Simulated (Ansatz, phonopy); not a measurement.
# NaF (Villiaumite, Fm-3m): thermal expansion from first principles, part 5 of 5

Wanted: α(T), C_P(T) and B(T) of NaF (Villiaumite) in the quasi-harmonic approximation.

What experiment has found for this phase:
- volume expansion coefficient 95.1 1e-6/K and heat capacity C_P per formula unit 46.9 J/mol/K near room temperature (given in “High-Throughput Prediction of Finite-Temperature Properties using the Quasi-Harmonic Approximation”, 2016, arXiv:1603.06924)
- volume expansion coefficient 102.6 1e-6/K near room temperature (given in “Descriptors for thermal expansion in solids”, 2017, arXiv:1701.03966)

Ansatz 0.2.0; DFT LDA, scalar-relativistic, plane waves, PAW (the session's first sound run).

So far. Step 8 (The quasi-harmonic study, q-mesh 4×4×4): Changing the q-mesh (2×2×2 → 4×4×4) takes the volume expansion at 298 K from 95.6 to 96.3 × 10⁻⁶/K and B_T from 52.4 to 52.3 GPa. Step 9 (Free-energy fit): The fit gives a volume expansion of 96.3 × 10⁻⁶/K at 300 K, against 96.3 at 298 K from the study itself, whose static fit uses more cells.

## 10. A new level, relaxed again

The functional, the potentials or the cutoff change, so the crystal is relaxed again at the new setting.

This step: DFT PBE, scalar-relativistic, plane waves, PAW (Ansatz 0.2.0).

The input, input.yaml:

```yaml
crystal:
  lattice:
    - [0.0, 2.2513435, 2.2513435]
    - [2.2513435, 0.0, 2.2513435]
    - [2.2513435, 2.2513435, 0.0]
  atoms:
    - { symbol: Na, position: [0.0, 0.0, 0.0] }
    - { symbol: F, position: [0.5, 0.5, 0.5] }
kpoints:
  mp_grid: { grid: [12, 12, 12] }
hamiltonian:
  xc: pbe
scf:
  occupations: { method: fixed }
  lower_state_search: "off"
output:
  forces: true
  stress: true
  eigenvalues: true
relax:
  adjacent_minimum: "off"
  f_tol: 0.001
  max_steps: 60
  cell: { stress_tol: 0.01 }
```

Started as:

```console
$ ansatz run input.yaml --threads 4 --pin off --max-ram 16384MiB --backend cpu --events-out ev --progress --plain --runs-dir out
```

Numbers of over 12 decimals in the logs are rounded to 6 here.

The log of the run:

```text
[...]
Crystal: 2 atoms, lattice volume = 22.822 Å³
Basis set: ecut = 420 eV, 459 PW (Γ), exchange–correlation on 48×48×48 points (8 copies of the dense FFT grid, shifted against one another)
Bands: 12, of which v1, the nominal top of the filled ones, is band 8 counted from 1 (7 counted from 0)
Symmetry: 48 space group operations
[...]
k-points: 72 of 1728
[...]
SCF iter   1: F=—  HF=-2297.363602 eV  |F-HF|=—  |Δ(HF+E_count)|=         —  Δρ=6.77e-4  dr2=5.32e-5  ethr=1.77e-3  ⟨swp⟩=4.7  Hψ=4228  notcnv=0  defer=136
[...]
SCF iter   6: F=-2297.363267 eV  HF=-2297.363267 eV  |F-HF|=4.51e-8  |Δ(HF+E_count)|=   4.07e-8  Δρ=1.81e-5  dr2=5.11e-8  ethr=6.25e-10  ⟨swp⟩=6.8  Hψ=3585  notcnv=0
SCF 1 converged in 6 iterations: F = -2297.363267 eV  dr2 = 5.11e-8
[...]
relax step   1: F+E_penalty+E_count = -2297.36326744 eV  Δ(F+E_penalty+E_count) = +0.000e0 eV  max|allowed force component| = 2.546e-29 eV/Å  Δτ_max = 0.0000 Å  P = +7.781 GPa  Ω = 22.822 Å³  (6 SCF iters, dr2 threshold 1.00e-7 eV, accepted)
Crystal: 2 atoms, lattice volume = 23.768 Å³
[...]
SCF iter   5: F=-2297.396512 eV  HF=-2297.396512 eV  |F-HF|=1.68e-7  |Δ(HF+E_count)|=   1.25e-6  Δρ=2.71e-5  dr2=1.26e-7  ethr=1.25e-9  ⟨swp⟩=5.2  Hψ=5007  notcnv=0
SCF 2 converged in 5 iterations: F = -2297.396512 eV  dr2 = 1.26e-7
relax step   2: F+E_penalty+E_count = -2297.39651240 eV  Δ(F+E_penalty+E_count) = -3.324e-2 eV  max|allowed force component| = 7.527e-30 eV/Å  Δτ_max = 0.0000 Å  P = +4.542 GPa  Ω = 23.768 Å³  energy of the carried Pulay correction = -2.890e-3 eV  (5 SCF iters, dr2 threshold 2.00e-7 eV, accepted)
Crystal: 2 atoms, lattice volume = 25.234 Å³
Basis set: ecut = 420 eV, 531 PW (Γ), exchange–correlation on 48×48×48 points (8 copies of the dense FFT grid, shifted against one another)
[...]
SCF iter   6: F=-2297.414020 eV  HF=-2297.414020 eV  |F-HF|=1.64e-8  |Δ(HF+E_count)|=   8.45e-7  Δρ=1.41e-5  dr2=3.39e-8  ethr=1.25e-9  ⟨swp⟩=6.0  Hψ=4524  notcnv=0
SCF 3 converged in 6 iterations: F = -2297.414020 eV  dr2 = 3.39e-8
relax step   3: F+E_penalty+E_count = -2297.41402010 eV  Δ(F+E_penalty+E_count) = -1.751e-2 eV  max|allowed force component| = 8.530e-30 eV/Å  Δτ_max = 0.0000 Å  P = +0.355 GPa  Ω = 25.234 Å³  energy of the carried Pulay correction = -7.144e-3 eV  (6 SCF iters, dr2 threshold 2.00e-7 eV, accepted)
[... from here on, the SCF cycles and remarks between the steps are left out ...]
relax step   4: F+E_penalty+E_count = -2297.41380136 eV  Δ(F+E_penalty+E_count) = +2.187e-4 eV  max|allowed force component| = 1.175e-29 eV/Å  Δτ_max = 0.0000 Å  P = +0.015 GPa  Ω = 25.367 Å³  energy of the carried Pulay correction = -7.516e-3 eV  (5 SCF iters, dr2 threshold 2.00e-7 eV, accepted)
relax step   5: F+E_penalty+E_count = -2297.41378534 eV  Δ(F+E_penalty+E_count) = +1.603e-5 eV  max|allowed force component| = 9.834e-29 eV/Å  Δτ_max = 0.0000 Å  P = +0.000 GPa  Ω = 25.373 Å³  energy of the carried Pulay correction = -7.532e-3 eV  (5 SCF iters, dr2 threshold 5.79e-10 eV, accepted)
relax step   6: F+E_penalty+E_count = -2297.42916589 eV  Δ(F+E_penalty+E_count) = -1.538e-2 eV  max|allowed force component| = 6.363e-29 eV/Å  Δτ_max = 0.0000 Å  P = +1.110 GPa  Ω = 25.373 Å³  stress off target by 1.11e0 GPa  SCF on the basis re-selected at this cell (its energy is not comparable with the rows above)  (8 SCF iters)
relax step   7: F+E_penalty+E_count = -2297.42968047 eV  Δ(F+E_penalty+E_count) = -5.146e-4 eV  max|allowed force component| = 1.164e-29 eV/Å  Δτ_max = 0.0000 Å  P = +0.251 GPa  Ω = 25.817 Å³  energy of the carried Pulay correction = -1.354e-3 eV  (5 SCF iters, dr2 threshold 2.00e-7 eV, accepted)
relax step   8: F+E_penalty+E_count = -2297.42935370 eV  Δ(F+E_penalty+E_count) = +3.268e-4 eV  max|allowed force component| = 5.555e-29 eV/Å  Δτ_max = 0.0000 Å  P = +0.016 GPa  Ω = 25.945 Å³  energy of the carried Pulay correction = -1.787e-3 eV  (5 SCF iters, dr2 threshold 1.58e-7 eV, accepted)
relax step   9: F+E_penalty+E_count = -2297.42932383 eV  Δ(F+E_penalty+E_count) = +2.988e-5 eV  max|allowed force component| = 9.639e-30 eV/Å  Δτ_max = 0.0000 Å  P = +0.000 GPa  Ω = 25.954 Å³  energy of the carried Pulay correction = -1.817e-3 eV  (5 SCF iters, dr2 threshold 6.37e-10 eV, accepted)
relax step  10: F+E_penalty+E_count = -2297.43117075 eV  Δ(F+E_penalty+E_count) = -1.847e-3 eV  max|allowed force component| = 6.451e-30 eV/Å  Δτ_max = 0.0000 Å  P = +0.038 GPa  Ω = 25.954 Å³  stress off target by 3.79e-2 GPa  SCF on the basis re-selected at this cell (its energy is not comparable with the rows above)  (9 SCF iters)
relax step  11: F+E_penalty+E_count = -2297.43111501 eV  Δ(F+E_penalty+E_count) = +5.574e-5 eV  max|allowed force component| = 1.000e-29 eV/Å  Δτ_max = 0.0000 Å  P = +0.001 GPa  Ω = 25.975 Å³  energy of the carried Pulay correction = -5.825e-5 eV  (4 SCF iters, dr2 threshold 3.60e-9 eV, accepted)
[...]
SCF iter   7: F=-2297.431198 eV  HF=-2297.431198 eV  |F-HF|=0.00e0  |Δ(HF+E_count)|=  1.36e-12  Δρ=4.43e-8  dr2=3.05e-13  ethr=1.00e-12  ⟨swp⟩=7.6  Hψ=4188  notcnv=0
SCF 12 converged in 7 iterations: F = -2297.431198 eV  dr2 = 3.05e-13
relax step  12: F+E_penalty+E_count = -2297.43119794 eV  Δ(F+E_penalty+E_count) = -8.293e-5 eV  max|allowed force component| = 8.464e-30 eV/Å  Δτ_max = 0.0000 Å  P = +0.002 GPa  Ω = 25.975 Å³  stress off target by 2.08e-3 GPa  SCF on the basis re-selected at this cell (its energy is not comparable with the rows above)  (7 SCF iters)
[...]
SCF converged after 7 iterations
Free energy (F): -2297.431198 eV
[...]
Internal energy: -2297.431198 eV  (E = F + TS)
E sigma→0 (E₀):  -2297.431198 eV
Fermi energy:    0.707910 eV
[...]
--- Stress (GPa, compression-positive) ---
        0.002083      -0.000000      -0.000000
       -0.000000       0.002083      -0.000000
       -0.000000       0.000000       0.002083
  P = ⅓ Tr σ = 0.0021 GPa (0.021 kbar)
--- Band table (eV; the first three rows and the last of 72) ---
  k-point 0: bands = [... 4 lower, -18.3668, 0.7079, 0.7079, 0.7079, 6.7954, 19.3860, 19.3860, 19.3860]
  k-point 1: bands = [... 4 lower, -18.1798, 0.5767, 0.6920, 0.6920, 7.0388, 18.4174, 19.4868, 19.4868]
  k-point 2: bands = [... 4 lower, -17.9901, 0.2525, 0.6491, 0.6491, 7.6938, 16.9381, 19.7530, 19.7530]
  k-point 71: bands = [... 4 lower, -17.8402, -0.1158, -0.1158, 0.1746, 13.6479, 13.6479, 15.4510, 17.0924]
--- Relaxed structure (9 steps of the walk, 9 accepted, 3 SCFs on fresh bases) ---
[...]
cell:  # Å, volume = 25.9747 Å³
    - [0, 2.350573, 2.350573]
    - [2.350573, 0, 2.350573]
    - [2.350573, 2.350573, 0]
  atoms:
    - { symbol: Na, position: [0, 0, 0] }
    - { symbol: F, position: [0.5, 0.5, 0.5] }
```

It took 4.6 s on 4 threads of Arm Neoverse V2, shared host; peak memory 0.28 GiB.

Relaxation path:

| step | energy less that of the first step (eV) | largest force component (eV/Å) | pressure (GPa) | volume (Å³) |
| --- | --- | --- | --- | --- |
| 1 | 0.0000 | 0.0000 | 7.78 | 22.82 |
| 2 | -0.0332 | 0.0000 | 4.54 | 23.77 |
| 3 | -0.0508 | 0.0000 | 0.35 | 25.23 |
| 4 | -0.0505 | 0.0000 | 0.02 | 25.37 |
| 5 | -0.0505 | 0.0000 | 0.00 | 25.37 |
| 6* | -0.0659 | 0.0000 | 1.11 | 25.37 |
| 7 | -0.0664 | 0.0000 | 0.25 | 25.82 |
| 8 | -0.0661 | 0.0000 | 0.02 | 25.95 |
| 9 | -0.0661 | 0.0000 | 0.00 | 25.95 |
| 10* | -0.0679 | 0.0000 | 0.04 | 25.95 |
| 11 | -0.0678 | 0.0000 | 0.00 | 25.97 |
| 12* | -0.0679 | 0.0000 | 0.00 | 25.97 |

Relaxation steps marked * repeat the geometry before them on a plane-wave basis chosen anew for their cell, so energy and pressure can jump there.

The run keeps the 48 symmetry operations that it works with, so distortions that break them were not tested.

| conventional cell, symmetrised | before | after | change |
| --- | --- | --- | --- |
| a (Å) | 4.503 | 4.701 | +4.4 % |
| b (Å) | 4.503 | 4.701 | +4.4 % |
| c (Å) | 4.503 | 4.701 | +4.4 % |
| volume (Å³/atom) | 11.41 | 12.99 | +13.8 % |

Final coordinates:

```xyz
2
Lattice="0.0000 2.3506 2.3506 2.3506 0.0000 2.3506 2.3506 2.3506 0.0000" Properties=species:S:1:pos:R:3 pbc="T T T"
Na    0.0000    0.0000    0.0000
F     2.3506    2.3506    2.3506
```

Numbers from this step:

| Property | Result |
| --- | --- |
| pressure | 0.002083 GPa |
| gap on the k-mesh | 6.088 eV |
| volume per atom | 12.99 Å³/atom |

The residual pressure is 0.0021 GPa, small enough for phonons.

## 11. The quasi-harmonic study, q-mesh 4×4×4 (run 2)

The study relaxes the crystal at several strains, solves the phonons on some of them and minimises the free energy at each temperature (static energy, vibrations, the electrons in a metal, and PV under a set pressure); the q-mesh sets how far the force constants reach.

input.yaml, the sections that differ from step 10:

```yaml
crystal:
  lattice:
    - [0.0, 2.3505731444, 2.3505731444]
    - [2.3505731444, 0.0, 2.3505731444]
    - [2.3505731444, 2.3505731444, 0.0]
  atoms:
    - { symbol: Na, position: [0.0, 0.0, 0.0] }
    - { symbol: F, position: [0.5, 0.5, 0.5] }
output:
  eigenvalues: true
phonons:
  method: dfpt
  qmesh: [4, 4, 4]
  temperatures: { t_max: 800.0, t_step: 50 }
  thermal_expansion: {}
# kpoints, hamiltonian, scf: as in step 10
# relax: removed
```

The log of the run:

```text
[...]
Crystal: 2 atoms, lattice volume = 25.975 Å³
Basis set: ecut = 487.2 eV, 609 PW (Γ), exchange–correlation on 48×48×48 points (8 copies of the dense FFT grid, shifted against one another)
Bands: 12, of which v1, the nominal top of the filled ones, is band 8 counted from 1 (7 counted from 0)
Symmetry: 48 space group operations
[...]
vibrations' free energy: its fit leaves 0.0015 meV an atom at the most
  the electrons' free energy at temperature is not in it: every band gap is over 0.83 eV
  free energies summed between the sampled wave vectors
[...]
the FFT grids of the static calculations differ: 24 × 24 × 24, 25 × 25 × 25, 27 × 27 × 27
  band gaps on the cells' k-points are 5.290 to 6.243 eV
[key lines of the parts left out:]
SCF converged after 8 iterations
Free energy (F): -2297.435714 eV
Fermi energy:    0.709451 eV
P = ⅓ Tr σ = 0.0095 GPa (0.095 kbar)
```

Wall time 14 min (4 threads); peak memory 1.6 GiB; 54 min of CPU time.

Strained cells of the study; zero-point energy where phonons were solved; the pressures are stresses at a fixed cutoff and can carry an offset from the finite basis. Expansion cells, by row:

| cell | \|a\| (Å) | \|b\| (Å) | \|c\| (Å) | V (Å³/atom) | E - E_lowest (meV/atom) | pressure, compression positive (GPa) | gap (eV) | zero-point energy (meV/atom) |
| --- | --- | --- | --- | --- | --- | --- | --- | --- |
| 1 | 3.324 | 3.324 | 3.324 | 12.99 | 0 | -0.005 | 6.088 | - |
| 2 | 3.351 | 3.351 | 3.351 | 13.3 | 0.999 | -1.018 | 5.967 | - |
| 3 | 3.298 | 3.298 | 3.298 | 12.68 | 1.075 | 1.125 | 6.213 | - |
| 4 | 3.325 | 3.325 | 3.325 | 12.99 | 0.001 | -0.024 | 6.086 | 39.01 |
| 5 | 3.341 | 3.341 | 3.341 | 13.19 | 0.414 | -0.671 | 6.01 | 38.08 |
| 6 | 3.358 | 3.358 | 3.358 | 13.38 | 1.566 | -1.258 | 5.937 | 37.19 |
| 7 | 3.391 | 3.391 | 3.391 | 13.78 | 6.064 | -2.333 | 5.793 | 35.42 |
| 8 | 3.424 | 3.424 | 3.424 | 14.2 | 13.28 | -3.264 | 5.654 | 33.67 |
| 9 | 3.458 | 3.458 | 3.458 | 14.62 | 23 | -4.067 | 5.521 | 31.94 |
| 10 | 3.492 | 3.492 | 3.492 | 15.06 | 35.06 | -4.754 | 5.392 | 30.21 |
| 11 | 3.292 | 3.292 | 3.292 | 12.61 | 1.639 | 1.406 | 6.243 | - |
| 12 | 3.308 | 3.308 | 3.308 | 12.8 | 0.398 | 0.667 | 6.163 | - |
| 13 | 3.52 | 3.52 | 3.52 | 15.42 | 46.4 | -5.234 | 5.29 | - |

Changing the level of theory (LDA → PBE) takes the volume expansion at 298 K from 96.3 to 130 × 10⁻⁶/K and B_T from 52.3 to 36.5 GPa.

## 12. The series together

Times are for 4 threads of Arm Neoverse V2, shared host. The runs compared:

```
no.  functional  cutoff (eV)    k-mesh  q-mesh  method  pressure (GPa)  volume expansion coefficient at 298 K (1e-6/K)  C_P at 298 K (J/mol-atom/K)  isothermal bulk modulus at 298 K (GPa)    time  memory (GiB)
  1         lda        487.2  12×12×12   2×2×2    dfpt               0                                           95.61                        23.47                                   52.36   2 min          0.65
  2         lda        487.2  12×12×12   4×4×4    dfpt               0                                           96.33                        23.48                                   52.29  13 min           1.4
  3         pbe        487.2  12×12×12   4×4×4    dfpt               0                                           129.8                        24.53                                   36.53  14 min           1.6
```

The runs together, line volume. Table of expansion coefficient, volume by temperature; values in 1e-6/K:

```csv
temperature (K),"lda, 487.2, 12×12×12, 2×2×2, dfpt, 0","lda, 487.2, 12×12×12, 4×4×4, dfpt, 0","pbe, 487.2, 12×12×12, 4×4×4, dfpt, 0"
0,0,0,0
50,7.42,7.6,15.9
100,39.3,39.8,62.9
150,63.9,64.4,91.7
200,78.8,79.4,109
250,88.5,89.2,120
298,95.6,96.3,130
300,95.8,96.6,130
350,102,103,139
400,108,108,149
450,113,114,160
500,119,120,173
550,125,126,188
600,131,133,209
650,139,141,237
700,147,150,281
750,158,160,361
800,170,173,586
```

The runs together, line C_P. Heat capacity, C_P against temperature; values in J/mol-atom/K:

| temperature (K) | lda, 487.2, 12×12×12, 2×2×2, dfpt, 0 | lda, 487.2, 12×12×12, 4×4×4, dfpt, 0 | pbe, 487.2, 12×12×12, 4×4×4, dfpt, 0 |
| --- | --- | --- | --- |
| 0 | 0 | 0 | 0 |
| 50 | 2.65 | 2.64 | 3.73 |
| 100 | 11.1 | 11.1 | 13.2 |
| 150 | 17.0 | 16.9 | 18.7 |
| 200 | 20.3 | 20.2 | 21.6 |
| 250 | 22.2 | 22.2 | 23.4 |
| 298 | 23.5 | 23.5 | 24.5 |
| 300 | 23.5 | 23.5 | 24.6 |
| 350 | 24.4 | 24.5 | 25.5 |
| 400 | 25.2 | 25.2 | 26.3 |
| 450 | 25.8 | 25.9 | 27.2 |
| 500 | 26.4 | 26.5 | 28.0 |
| 550 | 27.0 | 27.0 | 29.0 |
| 600 | 27.6 | 27.6 | 30.2 |
| 650 | 28.2 | 28.3 | 31.8 |
| 700 | 28.9 | 29.0 | 34.1 |
| 750 | 29.6 | 29.8 | 38.4 |
| 800 | 30.6 | 30.7 | 50.1 |

## 13. Free-energy fit

This step: DFT PBE, scalar-relativistic, plane waves, PAW (phonopy 4.10.0).

The energy (each curve on its own zero) by volume; values in meV/atom:

| volume (Å³/atom) | static | F at 0 K | F at 300 K | F at 800 K |
| --- | --- | --- | --- | --- |
| 12.993 | 0 | 3.93 | 9.38 | 23.6 |
| 13.189 | 0.41 | 3.42 | 7.79 | 19.0 |
| 13.382 | 1.57 | 3.69 | 6.96 | 15.2 |
| 13.783 | 6.06 | 6.41 | 7.32 | 9.35 |
| 14.196 | 13.3 | 11.9 | 10.2 | 5.59 |
| 14.622 | 23 | 19.9 | 15.3 | 3.61 |
| 15.060 | 35.1 | 30.2 | 22.4 | 2.97 |

The fit gives a volume expansion of 130 × 10⁻⁶/K at 300 K, against 130 at 298 K from the study itself, whose static fit uses more cells.

## 14. Outcome

| Item | Value |
| --- | --- |
| settings of these figures | PBE, 487.2 eV, k 12×12×12, q 4×4×4 |
| volume expansion coefficient at 298 K | 129.8 1e-6/K |
| C_P at 298 K | 24.53 J/mol-atom/K |
| entropy at 298 K | 28.43 J/mol-atom/K |
| isothermal bulk modulus at 298 K | 36.53 GPa |
| Grüneisen parameter at 298 K | 1.676 |
| volume at 298 K | 13.52 Å³/atom |
| principal linear expansion coefficients at 298 K | 43.26, 43.26, 43.26 1e-6/K |

What this shows: Near room temperature NaF (Villiaumite) expands by 130 × 10⁻⁶/K in volume by PBE, with C_P = 24.5 J/(mol K) per mole of atoms and B_T = 36.5 GPa. At some temperatures (first at 800 K) the program's own estimate of the fit error is large against the linear coefficients, so those rows are unreliable. Between 298.15 and 800 K the bulk modulus falls by 72 % and the Grüneisen parameter grows; in this range the quasi-harmonic approximation, which lacks anharmonicity at fixed volume, tends to overshoot. C_P at room temperature is 98 % of the classical 3R an atom; C_V is 92 %, and the rest is expansion work. A measured volume expansion coefficient near room temperature is 95.1 1e-6/K (arXiv:1603.06924); the calculated 130 1e-6/K differs by +36 %. A measured heat capacity per formula unit near room temperature is 46.9 J/mol/K (arXiv:1603.06924); the calculated 49.1 J/mol/K differs by +5 %. The levels of theory differ by up to 33.5 × 10⁻⁶/K in the volume expansion at 298 K.

[Logs are printed without paths, hosts, clocks, repeated set-up lines and the standing remarks that a program may print on its own settings, such as how far it seeks lower states.]

[Hosts, paths, dates, database ids (printed as entryN), source tags and the programs' standing remarks are cut or masked in the printed files.]

[A step with changed settings may run another functional than the one named; its input shows which.]
